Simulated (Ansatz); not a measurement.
Planning a run of Ansatz 0.2.0 on CsAuBr3 (I4/mmm). The input:

```yaml
crystal:
  lattice:
    - [-3.8796, 3.8796, 5.65395]
    - [3.8796, -3.8796, 5.65395]
    - [3.8796, 3.8796, -5.65395]
  atoms:
    - { symbol: Cs, position: [0.75, 0.25, 0.5] }
    - { symbol: Cs, position: [0.25, 0.75, 0.5] }
    - { symbol: Au, position: [0.0, 0.0, 0.0] }
    - { symbol: Au, position: [0.5, 0.5, 0.0] }
    - { symbol: Br, position: [0.222, 0.222, 0.444] }
    - { symbol: Br, position: [0.222, 0.778, 0.0] }
    - { symbol: Br, position: [0.778, 0.778, 0.556] }
    - { symbol: Br, position: [0.778, 0.222, 0.0] }
    - { symbol: Br, position: [0.7122, 0.7122, 0.0] }
    - { symbol: Br, position: [0.2878, 0.2878, 0.0] }
kpoints:
  mp_grid: { grid: [4, 4, 4] }
  band_path:
    path:
      - [0.0, 0.0, 0.0]
      - [0.0, 0.0, 0.5]
      - [0.25, 0.25, 0.25]
      - [0.0, 0.5, 0.0]
      - [0.5, 0.5, -0.5]
      - [0.36770908, 0.63229092, -0.36770908]
      - [-0.36770908, 0.36770908, 0.36770908]
      - [-0.23541817, 0.23541817, 0.5]
      - [-0.220625448, 0.220625448, 0.220625448]
      - [0.25, -0.25, 0.25]
    npoints: 1
hamiltonian:
  xc: hse06
scf:
  occupations: { method: fixed }
  n_extra_bands: 7
output:
  eigenvalues: true
```

```sh
ansatz run input.yaml --threads 16 --pin off --max-ram 82944MiB --backend cuda --events-out ev --progress --plain --runs-dir out --devices 1 --max-vram 78GiB
```

**Question.** Estimate wall time and host memory on 1 × NVIDIA GB200 (shared by 2 runs) with 16 threads of Arm Neoverse V2, shared host.

It took 19 s; on shared hardware allow 9.6 s to 38 s. Peak host memory was 2.1 GiB. The sizes that set the cost: 6639 plane waves a state, 13 irreducible k points and 16 SCF cycles.

Exact exchange couples every pair of k points and filled bands, so it costs far more than a semilocal run.

[Paths, hosts, dates, memory and timing lines, banners, echoed tables and standing remarks are left out of the program output.]

[Logs are printed without paths, hosts, clocks, repeated set-up lines and the standing remarks that a program may print on its own settings, such as how far it seeks lower states.]

[Runs of the session that timed out or met a known fault of the program may be left out.]

[Cells called generated may have been cut or substituted from an entry of the Crystallography Open Database or the Materials Project.]

[Hosts, paths, dates, database ids (printed as entryN), source tags and the programs' standing remarks are cut or masked in the printed files.]
